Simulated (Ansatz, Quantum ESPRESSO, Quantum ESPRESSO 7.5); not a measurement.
## Evanescent states of MgS, rock salt type, lattice constant set to 5.151 Å

Aim: how fast states decay in the gap of MgS, rock salt type, lattice constant set to 5.151 Å.

Program: Quantum ESPRESSO 7.5. Level of theory: plane-wave DFT, LDA, GBRV ultrasoft pseudopotentials (cross-check by Ansatz 0.2.0 with PAW datasets). Results are calculated unless marked as measured.

The structure was built from a prototype and need not be the compound's stable phase.

### Step 1. The starting structure

The structure is cubic, space group Fm-3m (No. 225). Conventional cell: a = 5.151 Å, b = 5.151 Å, c = 5.151 Å, α = 90.00°, β = 90.00°, γ = 90.00°. Mg has 6 S at 2.58 Å nearest. S has 6 Mg at 2.58 Å nearest. Farther neighbours and most contacts between anions are not listed.

Coordinates:

```cif
data_structure
_symmetry_space_group_name_H-M 'Fm-3m'
_symmetry_Int_Tables_number 225
_cell_length_a 5.1510
_cell_length_b 5.1510
_cell_length_c 5.1510
_cell_angle_alpha 90.000
_cell_angle_beta 90.000
_cell_angle_gamma 90.000
_cell_volume 136.67
loop_
_atom_site_label
_atom_site_type_symbol
_atom_site_symmetry_multiplicity
_atom_site_Wyckoff_symbol
_atom_site_fract_x
_atom_site_fract_y
_atom_site_fract_z
_atom_site_occupancy
Mg1 Mg 4 a 0.00000 0.00000 0.00000 1
S1 S 4 b 0.00000 0.50000 0.00000 1
```

### Step 2. Self-consistent run

pwcond needs a cell whose third axis lies along the current and stands perpendicular to the other two.

Contents of scf.in:

```
&control
  prefix = 'scf'
  outdir = './out'
  pseudo_dir = './pseudo'
  calculation = 'scf'
  tprnfor = .true.
/
&system
  ibrav = 0
  nat = 4
  ntyp = 2
  ecutwfc = 40
  ecutrho = 200
  occupations = 'fixed'
  nbnd = 20
/
&electrons
  conv_thr = 1e-09
  mixing_beta = 0.6
  electron_maxstep = 120
/
ATOMIC_SPECIES
  Mg  24.3050  mg_lda_v1.4.uspp.F.UPF
  S   32.0600  s_lda_v1.4.uspp.F.UPF
CELL_PARAMETERS angstrom
  3.64230702989191 0.00000000000000 0.00000000000000
  0.00000000000000 3.64230702989191 0.00000000000000
  0.00000000000000 0.00000000000000 5.15100000000000
ATOMIC_POSITIONS crystal
  Mg  0.000000000000 0.000000000000 0.000000000000
  S   0.500000000000 0.500000000000 0.000000000000
  Mg  0.500000000000 0.500000000000 0.500000000000
  S   0.000000000000 0.000000000000 0.500000000000
K_POINTS automatic
  6 6 6 0 0 0
```

Run with:

```console
> OMP_NUM_THREADS=1 mpirun -n 2 pw.x -nk 2 -in scf.in > scf.out
```

Output:

```text
Program PWSCF v.7.5 starts
[citation notice left out]

     Parallel version (MPI & OpenMP), running on       2 processor cores
     Number of MPI processes:                 2
     Threads/MPI process:                     1

     MPI processes distributed on     1 nodes
[...]
Current dimensions of program PWSCF are:
     Max number of different atomic species (ntypx) = 10
     Max number of k-points (npk) =  40000
     Max angular momentum in pseudopotentials (lmaxx) =  4
     Found identity + ( -0.5000 -0.5000 -0.5000) symmetry
     This is a supercell, fractional translations are disabled
     Message from routine setup:
     using ibrav=0 with symmetry is DISCOURAGED, use correct ibrav instead

     K-points division:     npool     =       2
     Subspace diagonalization in iterative solution of the eigenvalue problem:
     a serial algorithm will be used

     G-vector sticks info
     --------------------
     sticks:   dense  smooth     PW     G-vecs:    dense   smooth      PW
     Sum         749     593    185                21967    15703    2725

     Using Slab Decomposition

     bravais-lattice index     =            0
     lattice parameter (alat)  =       6.8830  a.u.
     unit-cell volume          =     461.1490 (a.u.)^3
     number of atoms/cell      =            4
     number of atomic types    =            2
     number of electrons       =        32.00
     number of Kohn-Sham states=           20
     kinetic-energy cutoff     =      40.0000  Ry
     charge density cutoff     =     200.0000  Ry
     scf convergence threshold =      1.0E-09
     mixing beta               =       0.6000
     number of iterations used =            8  plain     mixing
     Exchange-correlation=  SLA  PZ   NOGX NOGC
                           (   1   1   0   0   0   0   0)

     celldm(1)=   6.882963  celldm(2)=   0.000000  celldm(3)=   0.000000
     celldm(4)=   0.000000  celldm(5)=   0.000000  celldm(6)=   0.000000

     crystal axes: (cart. coord. in units of alat)
               a(1) = (   1.000000   0.000000   0.000000 )
               a(2) = (   0.000000   1.000000   0.000000 )
               a(3) = (   0.000000   0.000000   1.414214 )

     reciprocal axes: (cart. coord. in units 2 pi/alat)
               b(1) = (  1.000000  0.000000  0.000000 )
               b(2) = (  0.000000  1.000000  0.000000 )
               b(3) = (  0.000000  0.000000  0.707107 )

     PseudoPot. # 1 for Mg read from file:
     ./pseudo/mg_lda_v1.4.uspp.F.UPF
     Pseudo is Ultrasoft, Zval = 10.0
     Generated by new atomic code, or converted to UPF format
     Using radial grid of  821 points,  7 beta functions with:
                l(1) =   0
                l(2) =   0
                l(3) =   0
                l(4) =   1
                l(5) =   1
                l(6) =   2
                l(7) =   2
     Q(r) pseudized with  8 coefficients,  rinner =    1.200   1.200   1.200
                                                       1.200   1.200

     PseudoPot. # 2 for S  read from file:
     ./pseudo/s_lda_v1.4.uspp.F.UPF
     Pseudo is Ultrasoft + core correction, Zval =  6.0
     Generated by new atomic code, or converted to UPF format
     Using radial grid of  907 points,  6 beta functions with:
                l(1) =   0
                l(2) =   0
                l(3) =   1
                l(4) =   1
                l(5) =   2
                l(6) =   2
     Q(r) pseudized with  8 coefficients,  rinner =    1.300   1.300   1.300
                                                       1.300   1.300

     atomic species   valence    mass     pseudopotential
     Mg               10.00    24.30500     Mg( 1.00)
     S                 6.00    32.06000     S ( 1.00)

     16 Sym. Ops., with inversion, found

   Cartesian axes

     site n.     atom                  positions (alat units)
         1        Mg     tau(   1) = (   0.0000000   0.0000000   0.0000000  )
         2        S      tau(   2) = (   0.5000000   0.5000000   0.0000000  )
         3        Mg     tau(   3) = (   0.5000000   0.5000000   0.7071068  )
         4        S      tau(   4) = (   0.0000000   0.0000000   0.7071068  )

     number of k points=    40
                       cart. coord. in units 2pi/alat
        k(    1) = (   0.0000000   0.0000000   0.0000000), wk =   0.0092593
        k(    2) = (   0.0000000   0.0000000   0.1178511), wk =   0.0185185
        k(    3) = (   0.0000000   0.0000000   0.2357023), wk =   0.0185185
        k(    4) = (   0.0000000   0.0000000  -0.3535534), wk =   0.0092593
        k(    5) = (   0.0000000   0.1666667   0.0000000), wk =   0.0370370
        k(    6) = (   0.0000000   0.1666667   0.1178511), wk =   0.0740741
        k(    7) = (   0.0000000   0.1666667   0.2357023), wk =   0.0740741
        k(    8) = (   0.0000000   0.1666667  -0.3535534), wk =   0.0370370
        k(    9) = (   0.0000000   0.3333333   0.0000000), wk =   0.0370370
        k(   10) = (   0.0000000   0.3333333   0.1178511), wk =   0.0740741
[...]
k(   40) = (  -0.5000000  -0.5000000  -0.3535534), wk =   0.0092593

     Dense  grid:    21967 G-vectors     FFT dimensions: (  32,  32,  45)

     Smooth grid:    15703 G-vectors     FFT dimensions: (  27,  27,  40)

     Estimated max dynamical RAM per process >      66.00 MB

     Estimated total dynamical RAM >     126.64 MB

     Initial potential from superposition of free atoms

     starting charge      31.3995, renormalised to      32.0000
     Starting wfcs are   18 randomized atomic wfcs +    2 random wfcs

     total cpu time spent up to now is        1.3 secs

     per-process dynamical memory:    50.9 Mb

     Self-consistent Calculation

     iteration #  1     ecut=    40.00 Ry     beta= 0.60
     Davidson diagonalization with overlap
     ethr =  1.00E-02,  avg # of iterations =  6.1

     total cpu time spent up to now is        2.3 secs

     total energy              =    -298.66867910 Ry
     estimated scf accuracy    <       0.32851692 Ry

     iteration #  2     ecut=    40.00 Ry     beta= 0.60
[...]
total energy              =    -298.74902927 Ry
     estimated scf accuracy    <       0.02316360 Ry

     iteration #  3     ecut=    40.00 Ry     beta= 0.60
[...]
total energy              =    -298.75150980 Ry
     estimated scf accuracy    <       0.00165319 Ry

     iteration #  4     ecut=    40.00 Ry     beta= 0.60
[...]
total energy              =    -298.75169614 Ry
     estimated scf accuracy    <       0.00010439 Ry

     iteration #  5     ecut=    40.00 Ry     beta= 0.60
[...]
total energy              =    -298.75172991 Ry
     estimated scf accuracy    <       0.00000556 Ry

     iteration #  6     ecut=    40.00 Ry     beta= 0.60
[...]
total energy              =    -298.75173279 Ry
     estimated scf accuracy    <       0.00000016 Ry

     iteration #  7     ecut=    40.00 Ry     beta= 0.60
[...]
total energy              =    -298.75173268 Ry
     estimated scf accuracy    <       0.00000033 Ry

     iteration #  8     ecut=    40.00 Ry     beta= 0.60
[...]
End of self-consistent calculation

          k = 0.0000 0.0000 0.0000 (  1947 PWs)   bands (ev):

   -67.5546 -67.5541 -34.9930 -34.9889 -34.9889 -34.9859 -34.9859 -34.9859
    -6.4415  -4.6322   1.9835   4.6135   4.6135   6.3853   6.3855   6.3855
     9.0078  10.1052  10.5362  14.1636

          k = 0.0000 0.0000 0.1179 (  1943 PWs)   bands (ev):

   -67.5546 -67.5541 -34.9926 -34.9887 -34.9887 -34.9864 -34.9861 -34.9861
    -6.3449  -4.7906   2.2109   4.7030   4.7030   5.8425   6.2206   6.2206
     9.3029  10.6792  10.7189  13.6579

          k = 0.0000 0.0000 0.2357 (  1976 PWs)   bands (ev):

   -67.5545 -67.5542 -34.9913 -34.9882 -34.9882 -34.9878 -34.9867 -34.9867
    -6.0683  -5.1844   2.8309   4.7883   4.9619   4.9619   5.8200   5.8200
    10.1376  11.1037  11.7368  12.6964

          k = 0.0000 0.0000-0.3536 (  1964 PWs)   bands (ev):

   -67.5544 -67.5544 -34.9896 -34.9895 -34.9874 -34.9874 -34.9874 -34.9874
    -5.6542  -5.6542   3.7268   3.7268   5.3576   5.3576   5.3576   5.3576
    11.3037  11.3037  11.7924  11.7924

          k = 0.0000 0.1667 0.0000 (  1950 PWs)   bands (ev):

   -67.5546 -67.5541 -34.9925 -34.9897 -34.9886 -34.9872 -34.9863 -34.9860
    -6.2508  -4.6157   2.2149   3.6717   4.7659   5.2339   6.0385   6.3424
     9.6763  11.0913  11.7294  13.6583

          k = 0.0000 0.1667 0.1179 (  1955 PWs)   bands (ev):

   -67.5545 -67.5541 -34.9923 -34.9893 -34.9884 -34.9879 -34.9862 -34.9862
    -6.1594  -4.7496   2.2819   3.9305   4.6822   4.8491   6.2040   6.2042
     9.9295  11.1850  11.8532  13.9337

[...]
highest occupied, lowest unoccupied level (ev):     6.3855    9.0078

!    total energy              =    -298.75173275 Ry
     estimated scf accuracy    <          7.3E-10 Ry

     The total energy is the sum of the following terms:
     one-electron contribution =    -194.96796426 Ry
     hartree contribution      =     101.19697295 Ry
     xc contribution           =     -49.99598801 Ry
     ewald contribution        =    -154.98475343 Ry

     convergence has been achieved in   8 iterations

     Forces acting on atoms (cartesian axes, Ry/au):

     atom    1 type  1   force =     0.00000000    0.00000000    0.00000000
     atom    2 type  2   force =     0.00000000    0.00000000    0.00000000
     atom    3 type  1   force =     0.00000000    0.00000000    0.00000000
     atom    4 type  2   force =     0.00000000    0.00000000    0.00000000

     Total force =     0.000000     Total SCF correction =     0.000000

[...]
=------------------------------------------------------------------------------=
   JOB DONE.
=------------------------------------------------------------------------------=
```

The job ended after 10 s (2 MPI ranks of Intel Xeon Platinum 8488C (Sapphire Rapids), shared host; peak memory 0.22 GiB; 20 s of CPU time).

This step gave:

* free energy: -4064.7244 eV
* valence top, on the run's zero: 6.386 eV
* conduction bottom, on the run's zero: 9.008 eV
* gap by band count: 2.622 eV

The program's own clock; routines nest. Time by routine:

| routine | wall time (s) | calls |
| --- | --- | --- |
| PWSCF | 9.34 | 1 |
| electrons | 7.9 | 1 |
| c_bands | 6.35 | 8 |
| cegterg | 5.49 | 160 |
| h_psi | 4.15 | 884 |
| fftw | 3.4 | 21778 |
| vloc_psi | 3.31 | 884 |
| sum_band | 1.21 | 8 |
| init_run | 1.12 | 1 |
| calbec | 0.63 | 1124 |
| h_psi:calbec | 0.44 | 884 |
| hinit0 | 0.39 | 1 |
| add_vuspsi | 0.38 | 884 |
| newd | 0.37 | 9 |

The run needed 8 iterations to bring the estimated error under 1e-09 Ry.

(Continued in part 2 of 3.)

[Logs are printed without paths, hosts, clocks, repeated set-up lines and the standing remarks that a program may print on its own settings, such as how far it seeks lower states.]

[Hosts, paths, dates, database ids (printed as entryN), source tags and the programs' standing remarks are cut or masked in the printed files.]

[Maps of the electrostatic potential energy from Ansatz leave out the sawtooth potential of an applied field or a dipole correction, so their vacuum need not be flat; planar profiles and work functions include it.]
